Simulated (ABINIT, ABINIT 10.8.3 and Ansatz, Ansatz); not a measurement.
**Excitons of Ca2H3Br (P-3m1): kernels and approximations**

Wanted: excitons and ε₂ of Ca2H3Br (P-3m1), with cost.

Calculated with ABINIT 10.8.3 and Ansatz 0.2.0; LDA and many-body steps on it, plane waves.

## (1) Set-up

The structure is trigonal, space group P-3m1 (No. 164). Conventional cell: a = 3.903 Å, b = 3.903 Å, c = 6.854 Å, α = 90.00°, β = 90.00°, γ = 120.00°. Nearest to Ca lie 7 H at 2.27 to 2.59 Å and 3 Br at 3.12 Å. H has 4 Ca at 2.27 to 2.30 Å nearest. H has 6 H at 2.48 Å and 6 Ca at 2.59 Å nearest. Nearest to Br lie 6 Ca at 3.12 Å. Farther neighbours and most contacts between anions are not listed.

The cell and positions are those that the Materials Project relaxed with its own functionals (PBE, PBE+U or r2SCAN), kept fixed.

## (2) Empty states on the mesh, 3×3×2 mesh, 63 bands

This step: ABINIT 10.8.3; DFT, LDA, plane waves, norm-conserving pseudopotentials.

The sums over transitions need many empty states on a uniform mesh; this step solves for them.

File run.abi:

```
acell 3*1.0 Angstrom
rprim 
  3.902939985722 0.000000000020 0.000000000000
  -1.951469992878 3.380045177071 0.000000000000
  0.000000000000 0.000000000000 6.853533590000
ntypat 3
znucl 20 1 35
natom 6
typat 1 1 2 2 2 3
xred 
  0.666666666667 0.333333333333 0.185756080000
  0.333333333333 0.666666666667 0.814243920000
  0.666666666667 0.333333333333 0.850475830000
  0.333333333333 0.666666666667 0.149524170000
  0.000000000000 0.000000000000 0.000000000000
  0.000000000000 0.000000000000 0.500000000000
pp_dirpath "pseudos"
pseudos "Ca.upf, H.upf, Br.upf"
ecut 31
ngkpt 3 3 2
nshiftk 1
shiftk 0 0 0
kptopt 1
chksymbreak 0
iscf -2
irdden 1
istwfk *1
nband 63
nbdbuf 4
tolwfr 1e-09
nstep 60
prtvol 0
indata_prefix "in"
outdata_prefix "out"
tmpdata_prefix "tmp"
```

Run with:

```
> OMP_NUM_THREADS=1 mpirun -n 4 abinit run.abi > log
```

Numbers of over 12 decimals in the logs are rounded to 6 here.

The program printed:

```text
.Version 10.8.3 of ABINIT. v10.8.2 released Aug 2026.

 Symmetries : space group P-3 m 1 (#164); Bravais hP (primitive hexag.)
[... echo of the input left out ...]
== DATASET  1 ==================================================================
-   mpi_nproc: 4, omp_nthreads: 1 (-1 if OMP is not activated)

--- !DatasetInfo
iteration_state: {dtset: 1, }
dimensions: {natom: 6, nkpt: 6, mband: 63, nsppol: 1, nspinor: 1, nspden: 1, mpw: 5073, }
cutoff_energies: {ecut:  31.0, pawecutdg:  -1.0, }
[...]
0.74033    0.85184    0.85184    0.88041    0.88869    0.90085    0.90085    0.95784
   0.96981    0.98964    0.98964    1.00461    1.00461    1.01524    1.14792    1.19552
   1.19552    1.22583    1.22583    1.25855    1.27263    1.34581    1.35582
 prteigrs : prtvol=0 or 1, do not print more k-points.

== END DATASET(S) ==============================================================
================================================================================

 -outvars: echo values of variables after computation  --------
            nband          63
             nkpt           6
          spgroup         164
 [... the other variables as echoed above ...]

 Calculation completed.
```

Elapsed: 22 s, on 4 MPI ranks of Arm Neoverse V1, shared host; peak memory 0.32 GiB.

This step gave:

* gap: 1.394 eV
* k of the valence top: 0, 0, 0.5
* k of the conduction bottom: 0.3333, 0, 0.5
* least direct gap: 1.517 eV
* k points computed: 6
* lowest point of the top converged band, above the valence top: 24.81 eV

On this mesh the gap is 1.394 eV.

The density comes from a self-consistent run that is not shown.

## (3) Screening, 3×3×2 mesh, 59 bands, screening to 98 eV

The RPA dielectric matrix is built and inverted for each q.

This step: RPA screening on LDA, plane waves, norm-conserving pseudopotentials.

run.abi, as its differences from that of step 2:

```diff
@@ -24,10 +24,11 @@
 chksymbreak 0
-iscf -2
-irdden 1
 istwfk *1
-nband 63
-nbdbuf 4
-tolwfr 1e-09
-nstep 60
-prtvol 0
+occopt 1
+irdwfk 1
+optdriver 3
+nband 59
+ecuteps 3.6
+inclvkb 2
+awtr 1
+symchi 1
 indata_prefix "in"
```

The program printed:

```text
.Version 10.8.3 of ABINIT. v10.8.2 released Aug 2026.

 Symmetries : space group P-3 m 1 (#164); Bravais hP (primitive hexag.)
[... echo of the input left out ...]
== DATASET  1 ==================================================================
-   mpi_nproc: 4, omp_nthreads: 1 (-1 if OMP is not activated)

--- !DatasetInfo
iteration_state: {dtset: 1, }
dimensions: {natom: 6, nkpt: 6, mband: 59, nsppol: 1, nspinor: 1, nspden: 1, mpw: 5073, }
cutoff_energies: {ecut:  31.0, pawecutdg:  -1.0, }
[...]
--------------------------------------------------------------------------------
[... chi0 elements left out ...]
 For q-point:  0.000010 0.000020 0.000030
  dielectric constant =   7.9479
  dielectric constant without local fields =   8.7854

  Average fulfillment of the sum rule on Im[epsilon] for q-point    1 :     56.01  [%]
[... wings left out ...]
  q-point number  2        q = ( 0.333333, 0.000000, 0.000000) [r.l.u.]
--------------------------------------------------------------------------------
[... chi0 elements left out ...]
  Average fulfillment of the sum rule on Im[epsilon] for q-point    2 :     62.66  [%]

 [... 4 further q-points ...]
```

It took 12 s on 4 MPI ranks; peak memory 0.71 GiB; 48 s of CPU time.

This step gave:

| Quantity | Value |
| --- | --- |
| ε∞ with local fields, on this mesh, along the program's q direction | 7.948 |
| the same without local fields | 8.785 |
| plasma frequency | 21.39 eV |
| plane waves in the screening matrix | 209 |

Local fields lower ε∞ by 10 %. On a Γ-centred mesh this coarse the value itself is usually too large, while a short band sum pulls it down.

## (4) Self-energy, 3×3×2 mesh, 59 bands, screening to 98 eV

The self-energy is evaluated for the states that the input lists, and the levels follow from it, in one-shot runs by the linearised quasiparticle equation.

This step: G0W0 on LDA, plane waves, norm-conserving pseudopotentials.

run.abi, as its differences from that of step 3:

```diff
@@ -27,8 +27,19 @@
 irdwfk 1
-optdriver 3
+optdriver 4
 nband 59
+gwcalctyp 0
+ecutsigx 31
+symsigma 1
+nkptgw 3
+kptgw 
+  0.0000000000 0.0000000000 0.5000000000
+  0.3333333333 0.0000000000 0.5000000000
+  0.0000000000 0.0000000000 0.0000000000
+bdgw 
+  13 18
+  14 17
+  14 17
 ecuteps 3.6
-inclvkb 2
-awtr 1
-symchi 1
+irdscr 1
+ppmodel 1
 indata_prefix "in"
```

The program printed:

```text
.Version 10.8.3 of ABINIT. v10.8.2 released Aug 2026.

 Symmetries : space group P-3 m 1 (#164); Bravais hP (primitive hexag.)
[... echo of the input left out ...]
== DATASET  1 ==================================================================
-   mpi_nproc: 4, omp_nthreads: 1 (-1 if OMP is not activated)

--- !DatasetInfo
iteration_state: {dtset: 1, }
dimensions: {natom: 6, nkpt: 6, mband: 59, nsppol: 1, nspinor: 1, nspden: 1, mpw: 5073, }
cutoff_energies: {ecut:  31.0, pawecutdg:  -1.0, }
[...]
Band     E0 <VxcDFT>   SigX SigC(E0)      Z dSigC/dE  Sig(E)    E-E0       E
[...]
16   7.619 -13.265  -6.692  -3.825   0.802  -0.247 -11.061   2.204   9.823
       17   7.619 -13.265  -6.692  -3.825   0.802  -0.247 -11.061   2.204   9.823

== END DATASET(S) ==============================================================
================================================================================

 -outvars: echo values of variables after computation  --------
           etotal      0.0000000000E+00
            nband          59
             nkpt           6
          spgroup         164
 [... the other variables as echoed above ...]

 Calculation completed.
```

Run time: 7.4 s. Hardware: 4 MPI ranks; peak memory 0.66 GiB; 29 s of CPU time.

This step gave:

| Property | Result |
| --- | --- |
| G0W0 gap on the points computed | 3.071 eV |
| starting gap on the mesh | 1.394 eV |
| k of the valence top | 0, 0, 0.5 |
| k of the conduction bottom | 0, 0, 0.5 |
| least direct G0W0 gap on the computed points | 3.071 eV |

The gap on the mesh goes from 1.39 eV to 3.07 eV, a correction of +1.68 eV.

The gap opens by 1.677 eV; the next steps shift the empty bands rigidly by 1.677 eV. The least direct G0W0 gap is 3.071 eV, so this shift leaves the direct transitions +0.12 eV off.

## (5) Excitons

Optical absorption needs the electron-hole interaction, solved here in a basis of vertical transitions on the mesh.

This step: Bethe-Salpeter equation on LDA with a scissors shift, plane waves, norm-conserving pseudopotentials.

run.abi, as its differences from that of step 4:

```diff
@@ -27,19 +27,17 @@
 irdwfk 1
-optdriver 4
-nband 59
-gwcalctyp 0
-ecutsigx 31
-symsigma 1
-nkptgw 3
-kptgw 
-  0.0000000000 0.0000000000 0.5000000000
-  0.3333333333 0.0000000000 0.5000000000
-  0.0000000000 0.0000000000 0.0000000000
-bdgw 
-  13 18
-  14 17
-  14 17
+optdriver 99
+bs_calctype 1
+mbpt_sciss 1.677 eV
+bs_loband 11
+nband 27
+bs_exchange_term 1
+bs_coulomb_term 11
+bs_coupling 0
+bs_algorithm 1
+bs_freq_mesh 0 9 0.05 eV
+zcut 0.15 eV
 ecuteps 3.6
+ecutwfn 15.5
+inclvkb 2
 irdscr 1
-ppmodel 1
 indata_prefix "in"
```

The program printed:

```text
.Version 10.8.3 of ABINIT. v10.8.2 released Aug 2026.

 Symmetries : space group P-3 m 1 (#164); Bravais hP (primitive hexag.)
[... echo of the input left out ...]
== DATASET  1 ==================================================================
-   mpi_nproc: 4, omp_nthreads: 1 (-1 if OMP is not activated)

--- !DatasetInfo
iteration_state: {dtset: 1, }
dimensions: {natom: 6, nkpt: 6, mband: 27, nsppol: 1, nspinor: 1, nspden: 1, mpw: 1823, }
cutoff_energies: {ecut:  15.5, pawecutdg:  -1.0, }
electrons: {nelect:   3.00000000E+01, charge:   0.00000000E+00, occopt:   1.00000000E+00, tsmear:   1.00000000E-02, }

 Exciton: Calculation of dielectric properties by solving the Bethe-Salpeter equation
 in frequency domain and reciprocal space on a transitions basis set.
 Based on a program developed by L. Reining, V. Olevano, F. Sottile,
 S. Albrecht, and G. Onida. Incorporated in ABINIT by M. Giantomassi.

.Using double precision arithmetic ; gwpc =  8

[... cell and pseudopotentials left out ...]
--------------------------------------------------------------------------------

 ==== K-mesh for the wavefunctions ====
 Number of points in the irreducible wedge :     6
[... list of points left out ...]
 Together with 12 symmetry operations and time-reversal symmetry
 yields    18 points in the full Brillouin Zone.

 ==== Q-mesh for the screening function ====
 Number of points in the irreducible wedge :     6
[... list of points left out ...]
 Together with 12 symmetry operations and time-reversal symmetry
 yields    18 points in the full Brillouin Zone.

 vcoul_init : cutoff-mode = AUXILIARY_FUNCTION
 q-points for optical limit:   1
     1)      0.000010    0.000020    0.000030
 setmesh: FFT mesh size selected  =    18x   18x   36
          total number of points  =        11664

 ==== Fundamental parameters for the solution of the Bethe-Salpeter equation: ====
 Algorithm: Direct diagonalization.
 Dimension of the v, W matrices,  npweps  = 209
 Cutoff for the wavefunctions,    npwwfn  = 1823
 Number of k-points in the IBZ,   nkibz   = 6
 Highest empty band included,     nband   = 27
 === Spin UP ===
 Number of resonant transitions          1080
 Lowest occupied state                   11
 Highest occupied state                  15
 Lowest unoccupied state                 16
 Highest unoccupied state                27
 Minimum frequency [eV]           Emin    =   0.00
 Maximum frequency [eV]           Emax    =   9.00
 Frequency step [eV]              dE      =   0.05
 Lorentzian broadening [eV]       eta     =   0.15
 RPA L0 with KS energies and KS wavefunctions
 Scissors operator energy [eV] =          1.68
 Local fields effects (v term) included
 Excitonic effects (W term) included
 Full W_GG' included
 W is read from an external SCR file
 Resonant-only calculation (Hermitian case)

 Calculating epsilon_Macro(q-->0,w), along the following directions:
 q = (  1.016580  0.000000  0.000000) [r.l.u.]
 q = (  0.000000  1.016580  0.000000) [r.l.u.]
 q = (  0.000000  0.000000  2.061264) [r.l.u.]
 q = (  1.173845 -0.586923  0.000000) [r.l.u.]
 q = (  0.000000  1.016580  0.000000) [r.l.u.]
 q = (  0.000000  0.000000  2.061264) [r.l.u.]
 Number of electrons calculated from density =   29.9937; Expected =   30.0000
 average of density, n =  0.049159
 r_s =    1.6934
 omega_plasma =   21.3874 [eV]

. Writing resonant excitonic Hamiltonian on file out_BSR; file size=   0.01 [Gb].
 Direct diagonalization of the resonant excitonic Hamiltonian, Matrix size= 1080
. Using LAPACK sequential version.
 Excitonic eigenvalues in eV up to n=   32
   2.85729   3.00734   3.00777   3.43010   3.43031   3.62820   3.68940   3.68958
   3.89325   3.89327   4.22234   4.67013   4.67047   4.81401   4.95879   4.95909
   5.06533   5.06541   5.29111   5.33073   5.34022   5.34973   5.35339   5.40610
   5.64702   5.66956   5.72742   5.73909   5.76130   5.83897   5.85842   5.86570

 First excitonic eigenvalue=    2.86 [eV]
 Last  excitonic eigenvalue=   14.90 [eV]

 GW  direct gap       3.19  0.00 [eV]
 EXC direct gap       2.86  0.00 [eV]
 EXC binding energy   0.34  0.00 [eV]

 Excitonic eigenvalues up to the GW energy gap [eV]
  1 (  2.86  0.00)
  2 (  3.01  0.00)
  3 (  3.01  0.00)

 Macroscopic dielectric function:
 omega [eV] <KS_RPA_nlf>  <GW_RPA_nlf>  <BSE>
   0.0000   7.6996   0.0000   5.2858   0.0000   5.9990   0.0000
   0.0500   7.7025   0.0181   5.2863   0.0030   5.9998   0.0049
   0.1000   7.7113   0.0363   5.2878   0.0059   6.0023   0.0098
   0.1500   7.7261   0.0549   5.2902   0.0089   6.0063   0.0147
   0.2000   7.7470   0.0739   5.2937   0.0119   6.0120   0.0197
   0.2500   7.7741   0.0936   5.2981   0.0149   6.0193   0.0247
   0.3000   7.8077   0.1142   5.3036   0.0180   6.0284   0.0299
   0.3500   7.8482   0.1359   5.3101   0.0211   6.0391   0.0350
   0.4000   7.8958   0.1588   5.3176   0.0242   6.0515   0.0403
   0.4500   7.9509   0.1834   5.3261   0.0274   6.0657   0.0458

 Writing KS-RPA macroscopic dielectric function without local fields to file: out_RPA_NLF_MDF
 Writing GW-RPA macroscopic dielectric function without local fields to file: out_GW_NLF_MDF
 Writing EXC Macroscopic dielectric function to file: out_EXC_MDF

== END DATASET(S) ==============================================================
================================================================================

 -outvars: echo values of variables after computation  --------
           etotal      0.0000000000E+00
            nband          27
             nkpt           6
          spgroup         164
 [... the other variables as echoed above ...]

 Calculation completed.
```

It took 40 s on 4 MPI ranks; peak memory 0.39 GiB; 2.7 min of CPU time.

Numbers from this step:

* direct gap of the transition levels: 3.194 eV
* transitions in the window: 1080
* first strong exciton (over a fiftieth of the strongest listed): 2.857 eV
* lowest state: 2.857 eV
* binding of the lowest state below the direct gap: 0.3370 eV
* Coulomb term of one mesh cell: 0.4374 eV

The binding is 0.77 times the screened Coulomb term of one mesh cell (0.44 eV), so it is not shown settled.

The lowest state lies at 2.857 eV, 0.337 eV under the direct gap.

Lines within 3 meV are set at the lowest of them, and the highest group, which the list may cut short, is left out. Exciton lines, with heights relative to the strongest:

```csv
position (eV),lines merged,"oscillator strength, relative"
2.857,1,8.2
3.007,2,100
3.430,2,0.0
3.628,1,0.0
3.689,2,10
3.893,2,0.0
4.222,1,0.0
4.670,2,0.0
4.814,1,0.0
```

The ε₂ has structure finer than the step of the table below, so its rows give means over 0.25 eV, whole bins alone (the curve runs from 0 to 9 eV). Peaks (eV: height): BSE 3.000: 22.8, 5.900: 11.3, 6.600: 12.2; no electron-hole interaction 3.450: 16.5, 4.000: 8.00, 6.700: 8.16, 7.500: 10.4; Kohn-Sham, no shift 1.800: 16.1, 2.350: 8.03, 5.000: 8.15, 5.800: 10.5, 7.650: 7.08.

Mean over the three Cartesian directions of q; broadening 0.15 eV; transition window only. Limits: finite bands, cutoff and mesh; no spin-orbit coupling; coarse k mesh; exciton not shown settled in the k mesh. ε₂ against photon energy; means over each step:

```csv
photon energy (eV),BSE,no electron-hole interaction,"Kohn-Sham, no shift"
0.25,0.0248,0.0150,0.0947
0.50,0.0515,0.0308,0.213
0.75,0.0823,0.0483,0.397
1.00,0.121,0.0687,0.762
1.25,0.171,0.0938,1.81
1.50,0.245,0.127,5.63
1.75,0.360,0.172,13.6
2.00,0.566,0.239,6.95
2.25,1.00,0.348,6.43
2.50,2.22,0.550,4.46
2.75,7.59,1.01,1.40
3.00,18.9,2.55,0.744
3.25,7.49,7.90,0.549
3.50,3.13,13.2,0.515
3.75,2.74,5.61,0.611
4.00,1.15,6.90,0.965
4.25,0.694,3.10,1.87
4.50,0.582,1.14,3.22
4.75,0.607,0.684,5.60
5.00,0.772,0.545,7.86
5.25,1.25,0.545,6.24
5.50,2.61,0.695,6.12
5.75,7.58,1.14,9.36
6.00,9.81,2.41,8.45
6.25,8.81,3.47,5.10
6.50,10.6,6.74,3.97
6.75,9.18,7.57,4.29
7.00,5.90,6.00,4.33
7.25,5.00,6.68,5.02
7.50,3.72,9.83,6.38
7.75,3.30,7.53,6.04
8.00,3.62,4.44,3.07
8.25,4.16,4.01,2.73
8.50,4.26,4.30,2.53
8.75,3.80,4.56,2.28
```

## (6) Triplet (no exchange term)

run.abi, as its differences from that of step 5:

```diff
@@ -30,5 +30,5 @@
 mbpt_sciss 1.677 eV
-bs_loband 11
-nband 27
-bs_exchange_term 1
+bs_loband 14
+nband 25
+bs_exchange_term 0
 bs_coulomb_term 11
@@ -36,3 +36,3 @@
 bs_algorithm 1
-bs_freq_mesh 0 9 0.05 eV
+bs_freq_mesh 0 7 0.05 eV
 zcut 0.15 eV
```

The program printed:

```text
.Version 10.8.3 of ABINIT. v10.8.2 released Aug 2026.

 Symmetries : space group P-3 m 1 (#164); Bravais hP (primitive hexag.)
[... echo of the input left out ...]
== DATASET  1 ==================================================================
-   mpi_nproc: 4, omp_nthreads: 1 (-1 if OMP is not activated)

--- !DatasetInfo
iteration_state: {dtset: 1, }
dimensions: {natom: 6, nkpt: 6, mband: 25, nsppol: 1, nspinor: 1, nspden: 1, mpw: 1823, }
cutoff_energies: {ecut:  15.5, pawecutdg:  -1.0, }
electrons: {nelect:   3.00000000E+01, charge:   0.00000000E+00, occopt:   1.00000000E+00, tsmear:   1.00000000E-02, }

 Exciton: Calculation of dielectric properties by solving the Bethe-Salpeter equation
 in frequency domain and reciprocal space on a transitions basis set.
 Based on a program developed by L. Reining, V. Olevano, F. Sottile,
 S. Albrecht, and G. Onida. Incorporated in ABINIT by M. Giantomassi.

.Using double precision arithmetic ; gwpc =  8

[... cell and pseudopotentials left out ...]
--------------------------------------------------------------------------------

 ==== K-mesh for the wavefunctions ====
 Number of points in the irreducible wedge :     6
[... list of points left out ...]
 Together with 12 symmetry operations and time-reversal symmetry
 yields    18 points in the full Brillouin Zone.

 ==== Q-mesh for the screening function ====
 Number of points in the irreducible wedge :     6
[... list of points left out ...]
 Together with 12 symmetry operations and time-reversal symmetry
 yields    18 points in the full Brillouin Zone.

 vcoul_init : cutoff-mode = AUXILIARY_FUNCTION
 q-points for optical limit:   1
     1)      0.000010    0.000020    0.000030
 setmesh: FFT mesh size selected  =    18x   18x   36
[...]
q = (  0.000000  0.000000  2.061264) [r.l.u.]
 Number of electrons calculated from density =   29.9937; Expected =   30.0000
 average of density, n =  0.049159
 r_s =    1.6934
 omega_plasma =   21.3874 [eV]

. Writing resonant excitonic Hamiltonian on file out_BSR; file size=   0.00 [Gb].
 Direct diagonalization of the resonant excitonic Hamiltonian, Matrix size= 360
. Using LAPACK sequential version.
 Excitonic eigenvalues in eV up to n=   32
   2.84879   2.97252   2.97340   3.41286   3.41302   3.57911   3.67898   3.67900
   3.88956   3.88958   4.17857   4.65530   4.65555   4.74279   4.95714   4.95733
   5.06451   5.06456   5.14529   5.29991   5.30164   5.30842   5.31719   5.37382
   5.52206   5.62309   5.63562   5.67160   5.72176   5.73154   5.77970   5.79387

 First excitonic eigenvalue=    2.85 [eV]
 Last  excitonic eigenvalue=   10.48 [eV]

 GW  direct gap       3.19  0.00 [eV]
 EXC direct gap       2.85  0.00 [eV]
 EXC binding energy   0.35  0.00 [eV]

 Excitonic eigenvalues up to the GW energy gap [eV]
  1 (  2.85  0.00)
  2 (  2.97  0.00)
  3 (  2.97  0.00)

 Macroscopic dielectric function:
 omega [eV] <KS_RPA_nlf>  <GW_RPA_nlf>  <BSE>
   0.0000   6.3372   0.0000   4.1823   0.0000   4.8736   0.0000
   0.0500   6.3400   0.0177   4.1828   0.0027   4.8744   0.0049
   0.1000   6.3486   0.0355   4.1841   0.0055   4.8768   0.0098
[...]
0.4000   6.5288   0.1554   4.2118   0.0225   4.9262   0.0406
   0.4500   6.5828   0.1796   4.2197   0.0255   4.9405   0.0460

 Writing KS-RPA macroscopic dielectric function without local fields to file: out_RPA_NLF_MDF
 Writing GW-RPA macroscopic dielectric function without local fields to file: out_GW_NLF_MDF
 Writing EXC Macroscopic dielectric function to file: out_EXC_MDF

== END DATASET(S) ==============================================================
================================================================================

 -outvars: echo values of variables after computation  --------
           etotal      0.0000000000E+00
            nband          25
             nkpt           6
          spgroup         164
 [... the other variables as echoed above ...]

 Calculation completed.
```

Wall time 8.1 s (4 MPI ranks); peak memory 0.35 GiB.

The lowest triplet lies at 2.849 eV; without spin-orbit coupling triplets are dark, so no spectrum is read.

[end of part 1 of 3]

[Paths, hosts, dates, memory and timing lines, banners, echoed tables and standing remarks are left out of the program output.]

[Logs are printed without paths, hosts, clocks, repeated set-up lines and the standing remarks that a program may print on its own settings, such as how far it seeks lower states.]

[Runs of the session that timed out or met a known fault of the program may be left out.]

[Hosts, paths, dates, database ids (printed as entryN), source tags and the programs' standing remarks are cut or masked in the printed files.]

[G0W0 gaps are taken among the corrected bands and points alone; a level outside them can change the order at an edge.]

[Where Ansatz stands beside ABINIT at settings called matched, ABINIT's density can come from a denser mesh and the files from another edition; pairs whose starting gaps differed by over 0.03 eV were left out, so agreement reads better than it is.]
